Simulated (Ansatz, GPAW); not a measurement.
# Dielectric function and optical constants of KTlSO (model structure), part 2 of 3

Wanted: where KTlSO (model structure) starts to absorb, how strongly, and its refractive index. The cell was made here by substitution or stacking, whether or not such a phase is known. It was built so: 1 of the 2 O atoms of the cell replaced by S in the R-3m structure of KTlO2. The cell is first relaxed with Ansatz.

GPAW 26.7.0; DFT, PBE, plane-wave PAW (GPAW data sets), scalar-relativistic, RPA, optical limit.

So far: Set-up; Relaxation.

## 3. Ground state

The self-consistent density comes first; it also tells whether there is a gap, which decides the occupations and the need for a Drude term.

This step: DFT, PBE, plane-wave PAW (GPAW data sets), scalar-relativistic, ground state (GPAW 26.7.0).

gs.py reads:

```python
from ase import Atoms
from ase.dft.bandgap import bandgap
from gpaw import GPAW, PW, FermiDirac

atoms = Atoms(['Tl', 'K', 'S', 'O'],
              cell=[[1.893520083694, 1.093224330020, 6.799489903603],
                    [-1.893520083694, 1.093224330020, 6.799489903603],
                    [0.000000000000, -2.186448660090, 6.799489903595]],
              scaled_positions=[[0.010110964700, 0.010110964700, 0.010110964700],
                                [0.485694367100, 0.485694367100, 0.485694367100],
                                [0.268563708400, 0.268563708400, 0.268563708400],
                                [0.735630959700, 0.735630959700, 0.735630959700]],
              pbc=[True, True, True])
atoms.calc = GPAW(mode=PW(500), xc='PBE', kpts={'size': (7, 7, 7), 'gamma': True},
                  occupations=FermiDirac(0.05), maxiter=150, txt='gs.txt')
print('energy (eV)', atoms.get_potential_energy())
print('Fermi level (eV)', atoms.calc.get_fermi_level())
print('valence electrons', atoms.calc.get_number_of_electrons())
print('gap (eV)', bandgap(atoms.calc, output=None)[0])
print('direct gap (eV)', bandgap(atoms.calc, direct=True, output=None)[0])
atoms.calc.write('gs.gpw')
```

Run with:

```bash
> OMP_NUM_THREADS=1 python gs.py
```

Numbers of over 12 decimals in the logs are rounded to 6 here.

Output:

```text
__  _  _
 | _ |_)|_||  |
 |__||  | ||/\| - 26.7.0

Versions:
  Python: 3.12.14
  ASE:    3.29.0
  Numpy:  2.5.5
  Scipy:  1.18.1
  Libxc:  7.0.0

Input parameters:
  mode=PW(ecut=500.0),
  kpts=MonkhorstPack(size=(7, 7, 7), gamma=True),
  maxiter=150,
  occupations=Occupations(name='fermi-dirac', width=0.05, fixmagmom=False),
  xc=XC(name='PBE')

Diagonalizing LCAO Hamiltonian
Converting LCAO to pw mode

       O

       K

       S

       Tl

Atoms  # Å, Bohr magnetons
|   | symbol |         x |         y |         z |    initial magnetic moments |
| 0 |     Tl | -0.000000 | -0.000000 |  0.206248 | ( 0.0000,  0.0000,  0.0000) |
| 1 |      K | -0.000000 | -0.000000 |  9.907422 | ( 0.0000,  0.0000,  0.0000) |
| 2 |      S | -0.000000 | -0.000000 |  5.478289 | ( 0.0000,  0.0000,  0.0000) |
| 3 |      O |  0.000000 | -0.000000 | 15.005746 | ( 0.0000,  0.0000,  0.0000) |

Unit cell  # Å
| periodic |         x |         y |        z |  lengths |    angles |
|      yes |  1.893520 |  1.093224 | 6.799490 | 7.142382 | 30.747031 |
|      yes | -1.893520 |  1.093224 | 6.799490 | 7.142382 | 30.747031 |
|      yes |  0.000000 | -2.186449 | 6.799490 | 7.142382 | 30.747031 |

Number of symmetries: 6
Symmetry operations  # r_c * U_cc + t_c -> r_c
|   | kind |            matrix            |
| 0 |  E   |  1, 0, 0,  0, 1, 0,  0, 0, 1 |
| 1 |  σ   |  1, 0, 0,  0, 0, 1,  0, 1, 0 |
| 2 |  σ   |  0, 1, 0,  1, 0, 0,  0, 0, 1 |
| 3 |  C3  |  0, 1, 0,  0, 0, 1,  1, 0, 0 |
| 4 |  C3  |  0, 0, 1,  1, 0, 0,  0, 1, 0 |
| 5 |  σ   |  0, 0, 1,  0, 1, 0,  1, 0, 0 |

BZ-sampling:
  Number of BZ points: 343
  Number of IBZ points: 44

  Monkhorst-Pack size: [7, 7, 7]
  Monkhorst-Pack shift: [0, 0, 0]

K-points  # in reciprocal-cell coordinates
|     |                                coordinates |     weight |
|   0 | (  0.00000000,   0.00000000,   0.00000000) | 0.00291545 |
|   1 | (  0.14285714,   0.00000000,  -0.14285714) | 0.01749271 |
|   2 | (  0.14285714,   0.00000000,   0.00000000) | 0.01749271 |
|   3 | (  0.14285714,   0.14285714,  -0.14285714) | 0.01749271 |
|   4 | (  0.14285714,   0.14285714,   0.00000000) | 0.01749271 |
|   5 | (  0.14285714,   0.14285714,   0.14285714) | 0.00583090 |
|   6 | (  0.28571429,  -0.14285714,  -0.14285714) | 0.01749271 |
|   7 | (  0.28571429,   0.00000000,  -0.28571429) | 0.01749271 |
|   8 | (  0.28571429,   0.00000000,  -0.14285714) | 0.03498542 |
|   9 | (  0.28571429,   0.00000000,   0.00000000) | 0.01749271 |
| ... |                                            |            |
|  43 | (  0.42857143,   0.42857143,   0.42857143) | 0.00583090 |

Plane wave coefficients: 2156
Cutoff: 500.0 eV

Spin-components: 1 (collinear spins)
Bands:           22
Projectors:      21
Spin-degeneracy: 2
Datatype:        complex128

Parallelization:
  kpt:    1
  domain: 1
  band:   1

Density:
  Valence electrons: 34.0
  Components: 1
  Grid points: [40 40 40]
  Charge: 0.0  # |e|

Potential:
  Grid points: [40 40 40]

species:
  Tl:
    name:    Thallium
    id:
    Z:       81.0
    valence: 13
    core:    68
    charge:  0.0  # [|e|]
    compensation charges:
      type: gauss
      rc: 0.38  # [Å]
      lmax: 2
    cutoffs:
      filter: 2.11  # [Å]
      core: 2.55  # [Å]
    projectors
    | kind |    occ | energy [eV] | rcut [Å] |
    |   6s |  2.000 |      -9.493 |    1.212 |
    |   6p |  1.000 |      -2.379 |    1.270 |
    |   5d | 10.000 |     -15.517 |    1.191 |
    |    s |        |      17.718 |    1.212 |
    |    p |        |      24.832 |    1.270 |
    |    d |        |      11.695 |    1.191 |

    Using partial waves for Tl as LCAO basis

  K:
    name:    Potassium
    id:
    Z:       19.0
    valence: 9
    core:    10
    charge:  0.0  # [|e|]
    compensation charges:
      type: gauss
      rc: 0.35  # [Å]
      lmax: 2
    cutoffs:
      filter: 1.91  # [Å]
      core: 1.27  # [Å]
    projectors
    | kind |    occ | energy [eV] | rcut [Å] |
    |   3s |  2.000 |     -35.338 |    1.122 |
    |   4s |  1.000 |      -2.319 |    1.122 |
    |   3p |  6.000 |     -18.813 |    1.106 |
    |    p |        |       8.398 |    1.106 |
    |    d |        |       0.000 |    0.937 |

    Using partial waves for K as LCAO basis

  S:
    name:    Sulfur
    id:
    Z:       16.0
    valence: 6
    core:    10
    charge:  0.0  # [|e|]
    compensation charges:
      type: gauss
      rc: 0.24  # [Å]
      lmax: 2
    cutoffs:
      filter: 1.77  # [Å]
      core: 1.66  # [Å]
    projectors
    | kind |    occ | energy [eV] | rcut [Å] |
    |   3s |  2.000 |     -17.254 |    0.974 |
    |   3p |  4.000 |      -7.008 |    0.979 |
    |    s |        |       9.957 |    0.974 |
    |    p |        |      20.203 |    0.979 |
    |    d |        |       0.000 |    0.900 |

    Using partial waves for S as LCAO basis

  O:
    name:    Oxygen
    id:
    Z:       8.0
    valence: 6
    core:    2
    charge:  0.0  # [|e|]
    compensation charges:
      type: gauss
      rc: 0.21  # [Å]
      lmax: 2
    cutoffs:
      filter: 1.17  # [Å]
      core: 0.83  # [Å]
    projectors
    | kind |    occ | energy [eV] | rcut [Å] |
    |   2s |  2.000 |     -23.961 |    0.688 |
    |   2p |  4.000 |      -9.029 |    0.598 |
    |    s |        |       3.251 |    0.688 |
    |    p |        |      18.182 |    0.598 |
    |    d |        |       0.000 |    0.619 |

    Using partial waves for O as LCAO basis

Reference energy: -579325.705689  # eV

eigensolver:
  PPCG
  Converge bands: occupied
  niter=2

density mixing:
  MSR1-Mixer
  Pratt-step length: 0.05
  Maximum mixing coefficient: 0.75
  Old densities: 10
  SVD Regularization: 0.005
  Good broyden scale: 1.0
  Trust region scale: 1.0
  Backstep threshold: 4.0
  History deletion threshold: 6.0
  Fourier metric: weight=20.0, sigma=0.015

occupation numbers:
  Fermi-Dirac:
    width: 0.0500  # eV

poisson solver:
  ecut: 4000.0  # eV

xc functional:
  name: PBE with 2 nearest neighbor stencil

convergence criteria:
- Maximum [total energy] change in last 3 cyles: 0.0005 eV / valence electron
- Maximum integral of absolute [dens]ity change: 0.0001 electrons / valence electron
- Maximum integral of absolute [eigenst]ate change: 4e-08 eV^2 / valence electron
maximum number of iterations: 150

SCF iterations
|iter     |      energy | eigst |  dens |
|iter:   1||  -17.560904 | -0.17 |       |
|iter:   2||  -16.878721 | -1.71 | -1.06 |
|iter:   3||  -15.517161 | -0.94 | -1.11 |
|iter:   4||  -15.494881 | -2.19 | -1.49 |
|iter:   5||  -15.487810 | -2.37 | -1.68 |
|iter:   6||  -15.480235c| -2.95 | -1.95 |
|iter:   7||  -15.480581c| -4.44 | -2.68 |
|iter:   8||  -15.480682c| -5.22 | -3.10 |
|iter:   9||  -15.480695c| -6.45 | -3.68 |
|iter:  10||  -15.480697c| -7.36 | -4.29c|
|iter:  11||  -15.480697c| -7.62c| -4.85c|

Converged in 11 steps
SCF loop duration: 124.390 s (11.308 s/step)
Energy contributions relative to reference atoms: (reference = -579325.705689)

Energy contributions:
  Kinetic:          16.471575
  Coulomb:         -13.071491
  Zero:             -0.644776
  External:          0.000000
  Xc:              -18.235597
  Entropy:          -0.000818
  Spinorbit:         0.000000
  ----------------------------
  Free energy:     -15.481106
  Extrapolated:    -15.480697

dipole moment: (0.000000, 0.000000, -88.139832)  # |e|*Ang

Fermi level: 4.600
Eigenvalues  # (at kpt = [0.000, 0.000, 0.000])
| band index |      eig [eV] | occ [0-2] |
|          0 |       -24.759 |     2.000 |
|        ... |               |           |
|          9 |        -5.849 |     2.000 |
|         10 |        -5.849 |     2.000 |
|         11 |        -0.287 |     2.000 |
|         12 |         3.113 |     2.000 |
|         13 |         3.113 |     2.000 |
|         14 |         3.499 |     2.000 |
|         15 |         4.379 |     1.976 |
|         16 |         4.379 |     1.976 |
|         17 |         4.627 |     0.733 |
|         18 |         8.709 |     0.000 |
|         19 |         9.832 |     0.000 |
|         20 |        11.850 |     0.000 |
|         21 |        11.850 |     0.000 |

Gap: 0.203 eV
Transition (v -> c):
  (s=0, k=43, n=16, [0.43, 0.43, 0.43]) -> (s=0, k=0, n=17, [0.00, 0.00, 0.00])
Direct/indirect transitions are different
Direct gap: 0.249 eV
Transition at: (s=0, k=0, n=16, [0.00, 0.00, 0.00])

--- standard output ---
energy (eV) -15.480697
Fermi level (eV) 4.599886
valence electrons 34.0
gap (eV) 0.202738
direct gap (eV) 0.248561
```

Elapsed: 2.2 min, on 1 thread of Arm Neoverse V1, shared host; peak memory 0.28 GiB.

This step gave:

```
energy                 : -15.48 eV
Fermi energy           : 4.600 eV
gap on the k-mesh      : 0.2027 eV
direct gap on the mesh : 0.2486 eV
electrons              : 34
```

There is a gap, 0.20 eV on this mesh (points off the mesh can give less), so no carriers' term is needed.

## 4. Bands for the response

The response needs many more empty bands than the density does.

This step: DFT, PBE, plane-wave PAW (GPAW data sets), scalar-relativistic, bands at fixed density (GPAW 26.7.0).

nscf.py reads:

```python
from ase.dft.bandgap import bandgap
from gpaw import GPAW, FermiDirac

calc = GPAW('gs.gpw').fixed_density(kpts={'size': (10, 10, 10), 'gamma': True}, nbands=64, convergence={'bands': 58},
                                    occupations=FermiDirac(0.001), txt='nscf.txt')
print('gap (eV)', bandgap(calc, output=None)[0])
print('direct gap (eV)', bandgap(calc, direct=True, output=None)[0])
print('top band over the Fermi level (eV)', min(calc.get_eigenvalues(kpt=k)[57] for k in range(len(calc.get_ibz_k_points()))) - calc.get_fermi_level())
calc.write('full.gpw', mode='all')
```

Run with:

```bash
> OMP_NUM_THREADS=1 python nscf.py
```

Output:

```text
Diagonalizing LCAO Hamiltonian
Converting LCAO to pw mode
convergence criteria:
- Maximum integral of absolute [eigenst]ate change: 4e-08 eV^2 / valence electron
maximum number of iterations: 150

SCF iterations
|iter     |      energy | eigst |  dens |
|iter:   1||             | +3.58 |       |
|iter:   2||             | +2.34 |       |
|iter:   3||             | +1.20 |       |
|iter:   4||             | -0.08 |       |
|iter:   5||             | -0.98 |       |
|iter:   6||             | -1.97 |       |
|iter:   7||             | -2.72 |       |
|iter:   8||             | -3.65 |       |
|iter:   9||             | -4.39 |       |
|iter:  10||             | -5.29 |       |
|iter:  11||             | -6.02 |       |
|iter:  12||             | -6.81 |       |
|iter:  13||             | -7.29 |       |
|iter:  14||             | -7.77c|       |
SCF steps: 14
  __  _  _
 | _ |_)|_||  |
 |__||  | ||/\| - 26.7.0

Versions:
  Python: 3.12.14
  ASE:    3.29.0
  Numpy:  2.5.5
  Scipy:  1.18.1
  Libxc:  7.0.0

Input parameters:
  mode=PW(ecut=500.0),
  convergence={'bands': 58},
  gpts=array([40, 40, 40]),
  kpts=MonkhorstPack(size=(10, 10, 10), gamma=True),
  maxiter=150,
  nbands=64,
  occupations=Occupations(name='fermi-dirac', width=0.001, fixmagmom=False),
  parallel={},
  xc=XC(name='PBE')

--- standard output ---
gap (eV) 0.200288
direct gap (eV) 0.248561
top band over the Fermi level (eV) 29.422519
```

It took 18 min on 1 thread; peak memory 0.57 GiB.

Numbers from this step:

* gap on the k-mesh: 0.2003 eV

[end of part 2 of 3]

[Machine, clock and banner lines and Python warnings are left out of the logs.]

[Logs are printed without paths, hosts, clocks, repeated set-up lines and the standing remarks that a program may print on its own settings, such as how far it seeks lower states.]

[Hosts, paths, dates, database ids (printed as entryN), source tags and the programs' standing remarks are cut or masked in the printed files.]
